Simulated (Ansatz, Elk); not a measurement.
## Bonding as seen by X-rays: Lu3Au

Structure refinements treat a crystal as free atoms side by side. For a made-up structure of Lu3Au (cell and positions from a PBE relaxation) the runs below show what the calculated density changes in F(hkl).

Method: DFT, PBE, all-electron APW+lo, Dirac cores, scalar-relativistic bands, static density, no spin, in Elk 11.2.3 (patched build).

The structure was built from a prototype and need not be the compound's stable phase.

### Step 1. The starting structure

The structure is cubic, space group Pm-3m (No. 221). Conventional cell: a = 4.616 Å, b = 4.616 Å, c = 4.616 Å, α = 90.00°, β = 90.00°, γ = 90.00°. Nearest to Au lie 12 Lu at 3.26 Å. Nearest to Lu lie 4 Au at 3.26 Å and 8 Lu at 3.26 Å. Farther neighbours are not listed.

Structure file:

```cif
data_structure
_symmetry_space_group_name_H-M 'Pm-3m'
_symmetry_Int_Tables_number 221
_cell_length_a 4.6157
_cell_length_b 4.6157
_cell_length_c 4.6157
_cell_angle_alpha 90.000
_cell_angle_beta 90.000
_cell_angle_gamma 90.000
_cell_volume 98.34
loop_
_atom_site_label
_atom_site_type_symbol
_atom_site_symmetry_multiplicity
_atom_site_Wyckoff_symbol
_atom_site_fract_x
_atom_site_fract_y
_atom_site_fract_z
_atom_site_occupancy
Au1 Au 1 a 0.00000 0.00000 0.00000 1
Lu1 Lu 3 c 0.50000 0.50000 0.00000 1
```

### Step 2. Ground state and structure factors

An all-electron density is needed, since X-rays see the cores too. Task 0 finds the density and task 195 Fourier-transforms it; tshift is off so that phases refer to the origin typed.

File elk.in:

```
tasks
  0
  195

xctype
  20

spinpol
  .false.

rgkmax
  7.0

gmaxvr
  14.0

lmaxo
  7

lmaxapw
  8

swidth
  0.002

tshift
  .false.

ramdisk
  .false.

hmaxvr
  5.5

maxscl
  120

epspot
  1e-06

sppath
  './'

avec
  8.72238720954 -0.00000000000 -0.00000000000
  -0.00000000000 8.72238720954 0.00000000000
  -0.00000000000 0.00000000000 8.72238720954

atoms
  2
  'Au.in'
  1
  0.0000000000 0.0000000000 0.0000000000   0.000000 0.000000 0.000000
  'Lu.in'
  3
  0.5000000000 0.5000000000 -0.0000000000   0.000000 0.000000 0.000000
  0.5000000000 -0.0000000000 0.5000000000   0.000000 0.000000 0.000000
  0.0000000000 0.5000000000 0.5000000000   0.000000 0.000000 0.000000

ngridk
  5 5 5
```

Run with:

```console
$ OMP_NUM_THREADS=4 elk
```

Numbers of over 12 decimals in the logs are rounded to 6 here.

The log of the run:

```text
┌─────────────────────────┐
│ Elk code version 11.2.3 │
└─────────────────────────┘

All units are atomic (Hartree, Bohr, etc.)

┌─────────────────────────────────────────────────┐
│ Ground-state run starting from atomic densities │
└─────────────────────────────────────────────────┘

Lattice vectors :
   8.722387210      -0.000000000      -0.000000000
  -0.000000000       8.722387210       0.000000000
  -0.000000000       0.000000000       8.722387210

Reciprocal lattice vectors :
  0.7203515685       0.000000000       0.000000000
   0.000000000      0.7203515685       0.000000000
   0.000000000       0.000000000      0.7203515685

Unit cell volume      :    663.5995559
Brillouin zone volume :   0.3737950263

Muffin-tin inner radius fraction :   0.1000000000E-01

Nuclei treated as point charges

Species : 1 (Au)
 parameters loaded from : Au.in
 name : gold
 nuclear charge    :   -79.00000000
 electronic charge :    79.00000000
 atomic mass :    359048.0562
 muffin-tin radius :    2.800000000
 number of radial points in muffin-tin :   1393
 inner part over the whole radius :   0.9928931119E-02
 number on inner part of muffin-tin    :   1000
 approximate nuclear radius :   0.1033733540E-03
 number of mesh points to nuclear radius :    523
 atomic positions (lattice), magnetic fields (Cartesian) :
  1 :   0.00000000  0.00000000  0.00000000    0.00000000  0.00000000  0.00000000

Species : 2 (Lu)
 parameters loaded from : Lu.in
 name : lutetium
 nuclear charge    :   -71.00000000
 electronic charge :    71.00000000
 atomic mass :    318945.3298
 muffin-tin radius :    2.800000000
 number of radial points in muffin-tin :   1393
 inner part over the whole radius :   0.9962478555E-02
 number on inner part of muffin-tin    :    999
 approximate nuclear radius :   0.9954169502E-04
 number of mesh points to nuclear radius :    517
 atomic positions (lattice), magnetic fields (Cartesian) :
  1 :   0.50000000  0.50000000  0.00000000    0.00000000  0.00000000  0.00000000
  2 :   0.50000000  0.00000000  0.50000000    0.00000000  0.00000000  0.00000000
  3 :   0.00000000  0.50000000  0.50000000    0.00000000  0.00000000  0.00000000

Total number of atoms per unit cell :    4
Total muffin-tin volume :    367.8092903
 ratio of muffin-tin to unit cell volume :   0.5542639187

Spin treatment :
 spin-unpolarised

Number of Bravais lattice symmetries :   48
Number of crystal symmetries         :   48
Crystal has inversion symmetry
Real symmetric eigensolver will be used

k-point grid :      5     5     5
k-point offset :    0.000000000       0.000000000       0.000000000
k-point set is reduced with full crystal symmetry group
Total number of k-points :       10

Muffin-tin radius times maximum |G+k| :    7.000000000
 using average radius
Maximum |G+k| for APW functions       :    2.500000000
Maximum (1/2)|G+k|²                   :    3.125000000
Maximum |G| for potential and density :    14.00000000
Constant for pseudocharge density :   10
 order of it for each species :   17  17
 order of it for pair densities of each species (exact exchange by exxq0 0: 18) :   10  10
Radial integration step length :    1

G-vector grid sizes :     40    40    40
Number of G-vectors :    30839

Maximum angular momentum used for
 APW functions            :    8
 outer part of muffin-tin :    7
 inner part of muffin-tin :    2

Total nuclear charge    :   -292.0000000
Total core charge       :    186.0000000
Total valence charge    :    106.0000000
Total excess charge     :    0.000000000
Total electronic charge :    292.0000000

Effective Wigner radius, rₛ :   0.8156018621

Number of empty states         :     16
Total number of valence states :     70
Total number of core states    :    186

Third-order local-orbitals added for an l without core states : T
Total number of local-orbitals :    140

Exchange-correlation functional :     20     0     0
 Perdew-Burke-Ernzerhof, Phys. Rev. Lett. 77, 3865 (1996)
 gradient requirement :    1
[...]
Madelung                    :     -78406.448142285
 xc potential                :     -1624.1628517779
 exchange                    :     -1253.4744222932
 correlation                 :     -17.585292839426
 electron entropic           :    -0.14839870853040E-02
 total energy                :     -62791.690254327

Density of states at Fermi energy :    105.2741351
 (states/Hartree/unit cell)

Estimated indirect band gap :   0.2303016189E-02
 from k-point 3 to k-point 10
Estimated direct band gap   :   0.1093750770E-01
 at k-point 9

Charges :
 core                        :    186.0000000
 valence                     :    106.0000000
 interstitial                :    6.518490268
 muffin-tins (core leakage)
  species : 1 (Au)
   atom 1                    :    77.56766351     (  0.1081156424E-03)
  species : 2 (Lu)
   atom 1                    :    69.30461541     (  0.3493275784E-06)
[...]
total in muffin-tins        :    285.4815097
 total calculated charge     :    291.9997120
 total charge                :    292.0000000
 error                       :   0.2879612528E-03

RMS change in Kohn-Sham potential (target) :   0.2947010881     (  0.1000000000E-05)
Absolute change in total energy (target)   :   0.5489027977E-01 (  0.1000000000E-03)

[... loops 3 to 15 left out ...]

┌──────────────────┐
│ Loop number : 16 │
└──────────────────┘

Energies :
 Fermi                       :     0.258385
 sum of occupied eigenvalues :     -38469.829871687
 electron kinetic            :      70652.161169763
 core electron kinetic       :      68293.949306400
 Coulomb                     :     -132171.13093341
 Coulomb potential           :     -107457.37959582
 nuclear-nuclear             :     -5608.5075603320
 electron-nuclear            :     -145784.93034344
 Hartree                     :      19222.306970357
 Madelung                    :     -78442.441135502
 xc potential                :     -1664.6114456258
 exchange                    :     -1254.8039031822
 correlation                 :     -17.596701483461
 electron entropic           :    -0.17169789039993E-02
 total energy                :     -62791.372085296

Density of states at Fermi energy :    130.3239854
 (states/Hartree/unit cell)

Estimated indirect band gap :   0.1029606387E-02
 from k-point 3 to k-point 2
Estimated direct band gap   :   0.4125639726E-02
 at k-point 10

Charges :
 core                        :    186.0000000
 valence                     :    106.0000000
 interstitial                :    5.917521386
 muffin-tins (core leakage)
  species : 1 (Au)
[...]
species : 2 (Lu)
[...]
total in muffin-tins        :    286.0824786
 total calculated charge     :    291.9997860
 total charge                :    292.0000000
 error                       :   0.2140273320E-03

RMS change in Kohn-Sham potential (target) :   0.1920921396E-06 (  0.1000000000E-05)
Absolute change in total energy (target)   :   0.7060519420E-04 (  0.1000000000E-03)

Convergence targets achieved

┌──────────────────┐
│ Loop number : 17 │
└──────────────────┘

Energies :
 Fermi                       :     0.258385
 sum of occupied eigenvalues :     -38469.829903991
 electron kinetic            :      70652.161143872
 core electron kinetic       :      68293.949287957
 Coulomb                     :     -132171.13093570
 Coulomb potential           :     -107457.37959757
 nuclear-nuclear             :     -5608.5075603320
 electron-nuclear            :     -145784.93035025
 Hartree                     :      19222.306974882
 Madelung                    :     -78442.441136915
 xc potential                :     -1664.6114502950
 exchange                    :     -1254.8039032177
 correlation                 :     -17.596701440597
 electron entropic           :    -0.17169792260971E-02
 total energy                :     -62791.372113465

Density of states at Fermi energy :    130.3239932
 (states/Hartree/unit cell)

Estimated indirect band gap :   0.1029614566E-02
 from k-point 3 to k-point 2
Estimated direct band gap   :   0.4125629294E-02
 at k-point 10

Charges :
 core                        :    186.0000000
 valence                     :    106.0000000
 interstitial                :    5.917520387
 muffin-tins (core leakage)
  species : 1 (Au)
[...]
species : 2 (Lu)
   atom 1                    :    69.27040584     (  0.3212544470E-06)
   atom 2                    :    69.27040584     (  0.3212544470E-06)
   atom 3                    :    69.27040584     (  0.3212544470E-06)
 total in muffin-tins        :    286.0824796
 total calculated charge     :    291.9997860
 total charge                :    292.0000000
 error                       :   0.2140285454E-03

┌──────────────────────────────┐
│ Self-consistent loop stopped │
└──────────────────────────────┘

Wrote STATE.OUT
```

Run time: 21 s. Hardware: 4 threads of Intel Xeon Platinum 8375C at 2.90GHz (Ice Lake), shared host; peak memory 0.24 GiB; 51 s of CPU time.

SFACRHO.OUT:

```text

h k l indices transformed by vhmat matrix:
   1.000000000       0.000000000       0.000000000    
   0.000000000       1.000000000       0.000000000    
   0.000000000       0.000000000       1.000000000    

      h      k      l  multipl.   |H|            Re(F)            Im(F)           |F|

      0      0      0      1   0.0000000       292.00000      0.24662318E-16   292.00000    
      0     -1      0      6  0.72035157       8.1728446     -0.16010482E-13   8.1728446    
     -1      0      1     12   1.0187310       7.8596931      0.58425123E-14   7.8596931    
      1      1      1      8   1.2476855       250.26941     -0.44680032E-13   250.26941    
      0      0     -2      6   1.4407031       241.99639      0.28690918E-13   241.99639    
     -1      0     -2     24   1.6107551       6.3686609     -0.14016079E-13   6.3686609    
     -1      1     -2     24   1.7644938       6.2429844     -0.32408403E-13   6.2429844    
      2      2      0     12   2.0374619       217.15018     -0.51707607E-13   217.15018    
      2     -2      1     24   2.1610547       6.0597445      0.22273698E-13   6.0597445    
      0      0      3      6   2.1610547       6.0926987      0.37921902E-13   6.0926987    
     -3      1      0     24   2.2779517       5.9713869      0.51778925E-17   5.9713869    
     -1     -1     -3     24   2.3891359       203.12607      0.60426724E-13   203.12607    
      2     -2     -2      8   2.4953710       199.10320      0.23648624E-13   199.10320    
     -2     -3      0     24   2.5972645       5.8529392     -0.34814891E-13   5.8529392    
     -2      1      3     48   2.6953088       5.8039079     -0.43400786E-13   5.8039079    
      4      0      0      6   2.8814063       185.17431     -0.43877987E-13   185.17431    
      3      2     -2     24   2.9700856       5.7574195      0.24152807E-13   5.7574195    
     -4      0     -1     24   2.9700856       5.7432002     -0.10804882E-13   5.7432002
```

Elk indexes on the primitive cell of elk.in and gives |H| = 4π sin θ/λ in inverse bohr. Below, one row stands for each form hkl of the conventional cell (m members, Friedel mates merged), F is for one primitive cell and the density is static (no thermal factor). Free-atom factors are Waasmaier and Kirfel's, and R is Σm||F|−|F'||/Σm|F|.

| hkl | m | sin θ/λ (Å⁻¹) | abs F, DFT | neutral atoms | diff. |
| --- | --- | --- | --- | --- | --- |
| 100 | 6 | 0.108 | 8.173 | 8.340 | -0.167 |
| 110 | 12 | 0.153 | 7.860 | 7.886 | -0.026 |
| 111 | 8 | 0.188 | 250.269 | 251.078 | -0.809 |
| 200 | 6 | 0.217 | 241.996 | 242.841 | -0.845 |
| 210 | 24 | 0.242 | 6.369 | 6.594 | -0.225 |
| 211 | 24 | 0.265 | 6.243 | 6.363 | -0.120 |
| 220 | 12 | 0.306 | 217.150 | 217.577 | -0.427 |
| 221 | 24 | 0.325 | 6.060 | 5.977 | +0.083 |
| 300 | 6 | 0.325 | 6.093 | 5.977 | +0.116 |
| 310 | 24 | 0.343 | 5.971 | 5.901 | +0.071 |
| 311 | 24 | 0.359 | 203.126 | 203.448 | -0.322 |
| 222 | 8 | 0.375 | 199.103 | 199.368 | -0.265 |
| 320 | 24 | 0.391 | 5.853 | 5.738 | +0.115 |
| 321 | 48 | 0.405 | 5.804 | 5.697 | +0.107 |
| 400 | 6 | 0.433 | 185.174 | 185.402 | -0.228 |
| 322 | 24 | 0.447 | 5.757 | 5.598 | +0.159 |
| 410 | 24 | 0.447 | 5.743 | 5.598 | +0.145 |
| 411 | 24 | 0.460 | 5.792 | 5.572 | +0.220 |
| 330 | 12 | 0.460 | 5.764 | 5.572 | +0.192 |
| 331 | 24 | 0.472 | 176.624 | 176.824 | -0.200 |
| 420 | 24 | 0.484 | 174.034 | 174.243 | -0.209 |
| 421 | 48 | 0.496 | 5.687 | 5.510 | +0.177 |

### Step 3. The highest occupied states alone

An energy window below the Fermi level keeps the highest occupied states, to see at which angles they scatter; shallow core shells can lie inside it and anion s states outside. No new self-consistency is needed.

elk.in: that of step 2 with these lines changed.

```diff
@@ -1,3 +1,2 @@
 tasks
-  0
   195
@@ -40,2 +39,5 @@
 
+wsfac
+  -0.182610 0.558390
+
 sppath
```

Run with:

```console
$ OMP_NUM_THREADS=4 elk
```

The log of the run:

```text
┌─────────────────────────────────┐
│ Elk code version 11.2.3 started │
└─────────────────────────────────┘

Info(readinput): the functional depends on the density's gradient
 muffin-tin radial points multiplied by    2.00000
 (not where nrmtscf is given)

┌────────────────────┐
│ Current task : 195 │
└────────────────────┘

Info(sfacrho): density structure factors written to SFACRHO.OUT

 Energy window :  -0.1826100000      0.5583900000

┌──────────────────┐
│ Elk code stopped │
└──────────────────┘
```

Elapsed: 9 s, on 4 threads; peak memory 0.17 GiB; 13 s of CPU time.

States within 12 eV below the Fermi level hold 62.00 electrons; any levels below the window count with the cores. Their amplitudes can exceed the total, where window and core parts have opposite phase:

| hkl | sin θ/λ (Å⁻¹) | abs F, window | abs F, all |
| --- | --- | --- | --- |
| 100 | 0.108 | 6.142 | 8.173 |
| 110 | 0.153 | 6.655 | 7.860 |
| 111 | 0.188 | 39.817 | 250.269 |
| 200 | 0.217 | 36.835 | 241.996 |
| 210 | 0.242 | 8.179 | 6.369 |
| 211 | 0.265 | 8.190 | 6.243 |
| 220 | 0.306 | 29.033 | 217.150 |
| 221 | 0.325 | 7.877 | 6.060 |
| 300 | 0.325 | 7.836 | 6.093 |
| 310 | 0.343 | 7.762 | 5.971 |

(Continued in part 2 of 2.)

[Logs are printed without paths, hosts, clocks, repeated set-up lines and the standing remarks that a program may print on its own settings, such as how far it seeks lower states.]

[Hosts, paths, dates, database ids (printed as entryN), source tags and the programs' standing remarks are cut or masked in the printed files.]
